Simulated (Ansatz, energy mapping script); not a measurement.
# YNiO2 in a distorted infinite layer structure: J from the energies of magnetic orders (plane buckled by 10°), part 2 of 2

Wanted: the magnetic order of YNiO2 in a distorted infinite layer structure, its couplings and an estimate of its ordering temperature, by PBEsol+U (5.7 eV).

PBEsol with U = 5.7 eV on Ni d, ortho-atomic projectors; plane waves, U on orthogonalised atomic orbitals unless named otherwise, collinear spin, no spin–orbit coupling.

So far. Step 4 (Run 2 (compensated +−; cell A, 8 atoms)): The run ends antiferromagnetic, 5.47 meV a magnetic atom above the parallel order of its cell. Step 5 (Order 3: parallel, cell B of 8 atoms): The run ends ferromagnetic. For each magnetic atom its energy differs from the parallel run of the first cell by -0.42 meV, an error that one common reference would have brought in.

## Step 6: Order 4: compensated +−, cell B of 8 atoms

This order reverses 0 of the 2 neighbours at 3.06 Å, 4 of the 4 neighbours at 3.80 Å and 8 of the 8 neighbours at 4.88 Å, counted for an average magnetic atom.

input.yaml

```yaml
crystal:
  lattice:
    - [0.0, 0.0, -3.064906888]
    - [3.802517521, 3.802517521, 0.0]
    - [3.802517521, -3.802517521, 0.0]
  atoms:
    - { symbol: "Y", position: [0.5, 0.5, 0.0] }
    - { symbol: "Y", position: [0.5, 0.0, 0.5] }
    - { symbol: Ni, position: [0.0, 0.0, 0.0], spin: 2.0 }
    - { symbol: Ni, position: [0.0, 0.5, 0.5], spin: -2.0 }
    - { symbol: O, position: [0.890618792, 0.25, 0.25] }
    - { symbol: O, position: [0.890618792, 0.75, 0.75] }
    - { symbol: O, position: [0.109381208, 0.25, 0.75] }
    - { symbol: O, position: [0.109381208, 0.75, 0.25] }
magnetization:
  spin_polarized: true
kpoints:
  mp_grid: { grid: [12, 7, 7] }
hamiltonian:
  xc: pbesol
  hubbard:
    sites:
      - { species: Ni, l: d, u_eff: 5.7 }
      - { site: 2, l: d, u_eff: 5.7, starting_ns: [{ spin: up, occupation_matrix: ni2_major }, { spin: down, occupation_matrix: ni2_minor }] }
      - { site: 3, l: d, u_eff: 5.7, starting_ns: [{ spin: up, occupation_matrix: ni2_minor }, { spin: down, occupation_matrix: ni2_major }] }
    projectors: ortho-atomic
    occupation_matrices:
      ni2_major:
        matrix:
          - [0.936, 0.0, 0.0, 0.0, 0.0]
          - [0.0, 0.977, 0.0, 0.0, 0.0]
          - [0.0, 0.0, 0.977, 0.0, 0.0]
          - [0.0, 0.0, 0.0, 0.968, 0.0]
          - [0.0, 0.0, 0.0, 0.0, 0.984]
      ni2_minor:
        matrix:
          - [0.895, 0.0, 0.0, 0.0, 0.0]
          - [0.0, 0.965, 0.0, 0.0, 0.0]
          - [0.0, 0.0, 0.965, 0.0, 0.0]
          - [0.0, 0.0, 0.0, 0.159, 0.0]
          - [0.0, 0.0, 0.0, 0.0, 0.98]
scf:
  occupations: { method: fermi_dirac, width: 0.05 }
output:
  eigenvalues: true
```

Command:

```bash
$ ansatz run input.yaml --threads 4 --pin off --max-ram 8192MiB --backend cpu --events-out ev --progress --plain --runs-dir out
```

Numbers of over 12 decimals in the logs are rounded to 6 here.

Output:

```text
[...]
Crystal: 8 atoms, lattice volume = 88.632 Å³
Basis set: ecut = 420 eV, 1739 PW (Γ)
Bands: 52, of which v1, the nominal top of the filled ones, is band 41 counted from 1 (40 counted from 0)
Symmetry: 8 space group operations
[...]
k-points: 70 of 588 (time reversal used)
[...]
Starting moments: Σ|m| = 4 μB on 2 of 8 sites
[...]
k-point 1 ↑: bands = [... 37 lower, 12.6818, 12.9630, 13.1085, 13.9173, 14.9960, 16.4090, 17.0174, 18.2221, ... 7 higher]
  k-point 2 ↑: bands = [... 37 lower, 12.6081, 12.6792, 13.0087, 14.1254, 15.1396, 16.0452, 17.5629, 18.4412, ... 7 higher]
  k-point 69 ↓: bands = [... 37 lower, 12.7961, 12.9841, 13.3919, 14.0359, 17.3022, 18.0369, 18.3051, 18.4264, ... 7 higher]
Occupation matrices written to <dir>
[key lines of the parts left out:]
SCF converged after 13 iterations
Magnetization: 0.0000 μB (41.0000 up, 41.0000 down)
Free energy (F): -21446.965528 eV
Fermi energy:    14.720103 eV
```

Elapsed: 13 s, on 4 threads of Arm Neoverse V1, shared host; peak memory 0.73 GiB; 51 s of CPU time.

The run ends antiferromagnetic, 12.13 meV a magnetic atom above the parallel order of its cell.

## Step 7: Parallel start in cell C (8 atoms)

A new cell needs its own zero of energy.

This run holds the same structure in another cell (a 3.065 → 4.884 Å, b 5.378 → 4.884 Å, c 5.378 → 4.884 Å, α 90.0 → 102.3°, β 90.0 → 113.2°, γ 90.0 → 113.2°).

input.yaml

```yaml
crystal:
  lattice:
    - [3.802517521, 0.0, 3.064906888]
    - [0.0, -3.802517521, -3.064906888]
    - [0.0, 3.802517521, -3.064906888]
  atoms:
    - { symbol: "Y", position: [0.5, 0.25, 0.75] }
    - { symbol: "Y", position: [0.5, 0.75, 0.25] }
    - { symbol: Ni, position: [0.0, 0.5, 0.5], spin: 2.0 }
    - { symbol: Ni, position: [0.0, 0.0, 0.0], spin: 2.0 }
    - { symbol: O, position: [0.5, 0.695309396, 0.695309396] }
    - { symbol: O, position: [0.5, 0.195309396, 0.195309396] }
    - { symbol: O, position: [0.0, 0.804690604, 0.304690604] }
    - { symbol: O, position: [0.0, 0.304690604, 0.804690604] }
magnetization:
  spin_polarized: true
kpoints:
  mp_grid: { grid: [9, 9, 9] }
hamiltonian:
  xc: pbesol
  hubbard:
    sites:
      - { species: Ni, l: d, u_eff: 5.7 }
      - { site: 2, l: d, u_eff: 5.7, starting_ns: [{ spin: up, occupation_matrix: ni2_major }, { spin: down, occupation_matrix: ni2_minor }] }
      - { site: 3, l: d, u_eff: 5.7, starting_ns: [{ spin: up, occupation_matrix: ni2_major }, { spin: down, occupation_matrix: ni2_minor }] }
    projectors: ortho-atomic
    occupation_matrices:
      ni2_major:
        matrix:
          - [0.936, 0.0, 0.0, 0.0, 0.0]
          - [0.0, 0.977, 0.0, 0.0, 0.0]
          - [0.0, 0.0, 0.977, 0.0, 0.0]
          - [0.0, 0.0, 0.0, 0.968, 0.0]
          - [0.0, 0.0, 0.0, 0.0, 0.984]
      ni2_minor:
        matrix:
          - [0.895, 0.0, 0.0, 0.0, 0.0]
          - [0.0, 0.965, 0.0, 0.0, 0.0]
          - [0.0, 0.0, 0.965, 0.0, 0.0]
          - [0.0, 0.0, 0.0, 0.159, 0.0]
          - [0.0, 0.0, 0.0, 0.0, 0.98]
scf:
  occupations: { method: fermi_dirac, width: 0.05 }
output:
  eigenvalues: true
```

Output:

```text
[...]
Crystal: 8 atoms, lattice volume = 88.632 Å³
Basis set: ecut = 420 eV, 1739 PW (Γ)
Bands: 52, of which v1, the nominal top of the filled ones, is band 41 counted from 1 (40 counted from 0)
Symmetry: 16 space group operations
[...]
k-points: 75 of 729 (time reversal used)
[...]
Starting moments: Σ|m| = 4 μB on 2 of 8 sites
[...]
k-point 1 ↑: bands = [... 37 lower, 12.5690, 12.7232, 12.8158, 12.8699, 13.5080, 15.0135, 16.8856, 17.1856, ... 7 higher]
  k-point 2 ↑: bands = [... 37 lower, 12.3769, 12.6758, 12.8392, 13.1057, 14.1229, 15.4223, 17.1235, 17.4111, ... 7 higher]
  k-point 74 ↓: bands = [... 37 lower, 13.2434, 13.2434, 13.6964, 16.6635, 17.9188, 18.6944, 18.7594, 18.9659, ... 7 higher]
Occupation matrices written to <dir>
[key lines of the parts left out:]
SCF converged after 20 iterations
Magnetization: 1.9549 μB (41.9775 up, 40.0225 down)
Free energy (F): -21446.991387 eV
Fermi energy:    15.011264 eV
```

The job ended after 50 s (4 threads; peak memory 0.84 GiB; 3.3 min of CPU time).

The run ends ferromagnetic. For each magnetic atom its energy differs from the parallel run of the first cell by -0.26 meV, an error that one common reference would have brought in.

## Step 8: Compensated +− start in cell C (8 atoms)

This order reverses 2 of the 2 neighbours at 3.06 Å, 4 of the 4 neighbours at 3.80 Å and 0 of the 8 neighbours at 4.88 Å, counted for an average magnetic atom.

Edit input.yaml of step 7 so:

```diff
@@ -9,3 +9,3 @@
     - { symbol: Ni, position: [0.0, 0.5, 0.5], spin: 2.0 }
-    - { symbol: Ni, position: [0.0, 0.0, 0.0], spin: 2.0 }
+    - { symbol: Ni, position: [0.0, 0.0, 0.0], spin: -2.0 }
     - { symbol: O, position: [0.5, 0.695309396, 0.695309396] }
@@ -24,3 +24,3 @@
       - { site: 2, l: d, u_eff: 5.7, starting_ns: [{ spin: up, occupation_matrix: ni2_major }, { spin: down, occupation_matrix: ni2_minor }] }
-      - { site: 3, l: d, u_eff: 5.7, starting_ns: [{ spin: up, occupation_matrix: ni2_major }, { spin: down, occupation_matrix: ni2_minor }] }
+      - { site: 3, l: d, u_eff: 5.7, starting_ns: [{ spin: up, occupation_matrix: ni2_minor }, { spin: down, occupation_matrix: ni2_major }] }
     projectors: ortho-atomic
```

Output:

```text
[...]
Crystal: 8 atoms, lattice volume = 88.632 Å³
Basis set: ecut = 420 eV, 1739 PW (Γ)
Bands: 52, of which v1, the nominal top of the filled ones, is band 41 counted from 1 (40 counted from 0)
Symmetry: 8 space group operations
[...]
k-points: 75 of 729 (time reversal used)
[...]
Starting moments: Σ|m| = 4 μB on 2 of 8 sites
[...]
k-point 1 ↑: bands = [... 37 lower, 13.0357, 13.1286, 13.2978, 13.6636, 15.0780, 15.5957, 17.0007, 18.0248, ... 7 higher]
  k-point 2 ↑: bands = [... 37 lower, 12.8985, 13.0184, 13.3207, 13.9176, 15.4662, 16.0977, 17.5087, 18.3463, ... 7 higher]
  k-point 74 ↓: bands = [... 37 lower, 13.1097, 13.1097, 13.3438, 13.6441, 16.6416, 18.5918, 18.6744, 18.8389, ... 7 higher]
Occupation matrices written to <dir>
[key lines of the parts left out:]
SCF converged after 14 iterations
Magnetization: 0.0000 μB (41.0000 up, 41.0000 down)
Free energy (F): -21446.971783 eV
Fermi energy:    14.717137 eV
```

Wall time 19 s (4 threads); peak memory 0.79 GiB; 75 s of CPU time.

The run ends antiferromagnetic, 8.83 meV a magnetic atom above the parallel order of its cell.

## Step 9: Order 7: parallel, cell D of 8 atoms

The parallel order again, as the reference for this cell.

This run holds the same structure in another cell (a 4.884 → 3.065 Å, b 4.884 → 3.803 Å, c 4.884 → 7.605 Å, α 102.3 → 90.0°, β 113.2 → 90.0°, γ 113.2 → 90.0°).

input.yaml

```yaml
crystal:
  lattice:
    - [0.0, 0.0, 3.064906888]
    - [3.802517521, 0.0, 0.0]
    - [0.0, 7.605035042, 0.0]
  atoms:
    - { symbol: "Y", position: [0.5, 0.5, 0.25] }
    - { symbol: "Y", position: [0.5, 0.5, 0.75] }
    - { symbol: Ni, position: [0.0, 0.0, 0.0], spin: 2.0 }
    - { symbol: Ni, position: [0.0, 0.0, 0.5], spin: 2.0 }
    - { symbol: O, position: [0.109381208, 0.5, 0.0] }
    - { symbol: O, position: [0.109381208, 0.5, 0.5] }
    - { symbol: O, position: [0.890618792, 0.0, 0.25] }
    - { symbol: O, position: [0.890618792, 0.0, 0.75] }
magnetization:
  spin_polarized: true
kpoints:
  mp_grid: { grid: [12, 9, 5] }
hamiltonian:
  xc: pbesol
  hubbard:
    sites:
      - { species: Ni, l: d, u_eff: 5.7 }
      - { site: 2, l: d, u_eff: 5.7, starting_ns: [{ spin: up, occupation_matrix: ni2_major }, { spin: down, occupation_matrix: ni2_minor }] }
      - { site: 3, l: d, u_eff: 5.7, starting_ns: [{ spin: up, occupation_matrix: ni2_major }, { spin: down, occupation_matrix: ni2_minor }] }
    projectors: ortho-atomic
    occupation_matrices:
      ni2_major:
        matrix:
          - [0.936, 0.0, 0.0, 0.0, 0.0]
          - [0.0, 0.977, 0.0, 0.0, 0.0]
          - [0.0, 0.0, 0.977, 0.0, 0.0]
          - [0.0, 0.0, 0.0, 0.968, 0.0]
          - [0.0, 0.0, 0.0, 0.0, 0.984]
      ni2_minor:
        matrix:
          - [0.895, 0.0, 0.0, 0.0, 0.0]
          - [0.0, 0.965, 0.0, 0.0, 0.0]
          - [0.0, 0.0, 0.965, 0.0, 0.0]
          - [0.0, 0.0, 0.0, 0.159, 0.0]
          - [0.0, 0.0, 0.0, 0.0, 0.98]
scf:
  occupations: { method: fermi_dirac, width: 0.05 }
output:
  eigenvalues: true
```

Output:

```text
[...]
Crystal: 8 atoms, lattice volume = 88.632 Å³
Basis set: ecut = 420 eV, 1723 PW (Γ)
Bands: 52, of which v1, the nominal top of the filled ones, is band 41 counted from 1 (40 counted from 0)
Symmetry: 8 space group operations
[...]
k-points: 105 of 540 (time reversal used)
[...]
Starting moments: Σ|m| = 4 μB on 2 of 8 sites
[...]
k-point 1 ↑: bands = [... 37 lower, 12.4209, 12.4249, 12.4690, 12.7465, 13.1887, 14.9434, 15.6883, 16.8900, ... 7 higher]
  k-point 2 ↑: bands = [... 37 lower, 12.3302, 12.4285, 12.4436, 13.0060, 13.1430, 15.1288, 15.4045, 17.3422, ... 7 higher]
  k-point 104 ↓: bands = [... 37 lower, 13.1655, 13.9197, 13.9817, 15.3252, 16.0821, 18.1921, 18.3575, 18.9766, ... 7 higher]
Occupation matrices written to <dir>
[key lines of the parts left out:]
SCF converged after 20 iterations
Magnetization: 1.9630 μB (41.9815 up, 40.0185 down)
Free energy (F): -21446.991452 eV
Fermi energy:    15.027702 eV
```

Elapsed: 62 s, on 4 threads; peak memory 0.99 GiB.

The run ends ferromagnetic. For each magnetic atom its energy differs from the parallel run of the first cell by -0.38 meV, an error that one common reference would have brought in.

## Step 10: Compensated +− start in cell D (8 atoms)

This order reverses 0 of the 2 neighbours at 3.06 Å, 2 of the 4 neighbours at 3.80 Å and 4 of the 8 neighbours at 4.88 Å, counted for an average magnetic atom.

Edit input.yaml of step 9 so:

```diff
@@ -9,3 +9,3 @@
     - { symbol: Ni, position: [0.0, 0.0, 0.0], spin: 2.0 }
-    - { symbol: Ni, position: [0.0, 0.0, 0.5], spin: 2.0 }
+    - { symbol: Ni, position: [0.0, 0.0, 0.5], spin: -2.0 }
     - { symbol: O, position: [0.109381208, 0.5, 0.0] }
@@ -24,3 +24,3 @@
       - { site: 2, l: d, u_eff: 5.7, starting_ns: [{ spin: up, occupation_matrix: ni2_major }, { spin: down, occupation_matrix: ni2_minor }] }
-      - { site: 3, l: d, u_eff: 5.7, starting_ns: [{ spin: up, occupation_matrix: ni2_major }, { spin: down, occupation_matrix: ni2_minor }] }
+      - { site: 3, l: d, u_eff: 5.7, starting_ns: [{ spin: up, occupation_matrix: ni2_minor }, { spin: down, occupation_matrix: ni2_major }] }
     projectors: ortho-atomic
```

Output:

```text
[...]
Crystal: 8 atoms, lattice volume = 88.632 Å³
Basis set: ecut = 420 eV, 1723 PW (Γ)
Bands: 52, of which v1, the nominal top of the filled ones, is band 41 counted from 1 (40 counted from 0)
Symmetry: 4 space group operations
[...]
k-points: 105 of 540 (time reversal used)
[...]
Starting moments: Σ|m| = 4 μB on 2 of 8 sites
[...]
k-point 1 ↑: bands = [... 37 lower, 12.6785, 12.7175, 12.8713, 13.1322, 14.9973, 15.6926, 16.9982, 17.9181, ... 7 higher]
  k-point 2 ↑: bands = [... 37 lower, 12.6295, 12.6310, 12.8890, 13.2562, 15.1629, 15.4190, 17.3961, 17.7703, ... 7 higher]
  k-point 104 ↓: bands = [... 37 lower, 13.0501, 13.1582, 13.9326, 14.1617, 15.6615, 16.7182, 18.1990, 18.4646, ... 7 higher]
Occupation matrices written to <dir>
[key lines of the parts left out:]
SCF converged after 15 iterations
Magnetization: 0.0000 μB (41.0000 up, 41.0000 down)
Free energy (F): -21446.983292 eV
Fermi energy:    14.805234 eV
```

Run time: 23 s. Hardware: 4 threads; peak memory 0.93 GiB.

The run ends antiferromagnetic, 3.28 meV a magnetic atom above the parallel order of its cell.

## Step 11: From energies to couplings

Each energy difference is a sum of couplings weighted by the pairs that the order reverses. A few near shells are fitted to the differences by least squares. Energies are those extrapolated to zero occupation width, not the free energies F.

The orders that converged (zero: parallel moments in the same cell):

| order | atoms | energy (meV a magnetic atom) | moments (μB) | moments kept as typed | opposed neighbours at 3.06, 3.80, 4.88 Å |
| --- | --- | --- | --- | --- | --- |
| parallel in cell A | 8 | 0.00 | 0.88 | yes | 0, 0, 0 |
| compensated +− in cell A | 8 | 5.47 | 0.87 | yes | 2, 2, 4 |
| parallel in cell B | 8 | 0.00 | 0.88 | yes | 0, 0, 0 |
| compensated +− in cell B | 8 | 12.13 | 0.84 | yes | 0, 4, 8 |
| parallel in cell C | 8 | 0.00 | 0.88 | yes | 0, 0, 0 |
| compensated +− in cell C | 8 | 8.83 | 0.86 | yes | 2, 4, 0 |
| parallel in cell D | 8 | 0.00 | 0.88 | yes | 0, 0, 0 |
| compensated +− in cell D | 8 | 3.28 | 0.86 | yes | 0, 2, 4 |

Fitted to E = −Σ J e·e over ordered pairs of unit vectors (J > 0 favours parallel moments):

| pair | distance (Å) | neighbours | J (meV) |
| --- | --- | --- | --- |
| Ni–Ni | 3.06 | 2 | -0.00836 |
| Ni–Ni | 3.80 | 4 | 1.11 |
| Ni–Ni | 4.88 | 8 | 0.134 |

These orders cannot tell some unfitted shells from fitted ones: the value at 3.80 Å holds J(3.80) + 2 J(7.21); other unfitted shells add to the values wholly or in part.

Adding the shell at 5.38 Å gives 0.55, 0.83, 0.34 and -0.35 meV, an exact solve that tests nothing.

Limits of this fit: it misses the energies by up to 2.2 meV, so no temperature is drawn; some orders are gapless and others have a gap.

## Step 12: Outcome

- lowest order tried: parallel
- largest fitted value (a combination of shells), Ni–Ni at 3.80 Å: 1.11 meV

In words: Of the orders tried, YNiO2 in a distorted infinite layer structure (plane buckled by 10°) prefers parallel moments under PBEsol+U (5.7 eV). The largest fitted value is 1.1 meV, at 3.80 Å. It is a combination of shells that these orders cannot split, so neither its size nor its sign can be laid on that pair alone. The orders also reverse pairs at 5.38 and 6.19 Å, which are not fitted, so the fitted values hold their part too. No fitted order reverses the pairs at 6.13 Å, so their coupling is unknown and is set to zero in the model. With 4 differences for 3 couplings the fit misses by 2.2 meV at most, which is not small: farther shells, terms beyond the Heisenberg form or the mesh can cause that. In the fitted orders moments change by up to 4.1 % against the parallel run of the same cell, so their size stays put. The fit is in doubt: some orders are gapless and others have a gap. The couplings are then rough, the small ones most of all. The cell was built from a prototype and relaxed before the change was imposed without further relaxation; a distortion that needs a larger cell, or another structure that the compound may prefer, is not captured.

26 further runs of the session are left out of this account and of its counts and ranges: runs hit by known faults of a program or its files, repeats, responses too ill-conditioned to give a U, cells squeezed past sense, harmless faults, or fits whose shells could not be counted again from the structure.

[Logs and program files are shortened in this print: banners, set-up blocks, solver, clock and traceback lines can be left out without a mark of their own.]

[Logs are printed without paths, hosts, clocks, repeated set-up lines and the standing remarks that a program may print on its own settings, such as how far it seeks lower states.]

[Hosts, paths, dates, database ids (printed as entryN), source tags and the programs' standing remarks are cut or masked in the printed files.]

[Where a cell is said to come from a database of computed structures, the database is the Materials Project.]
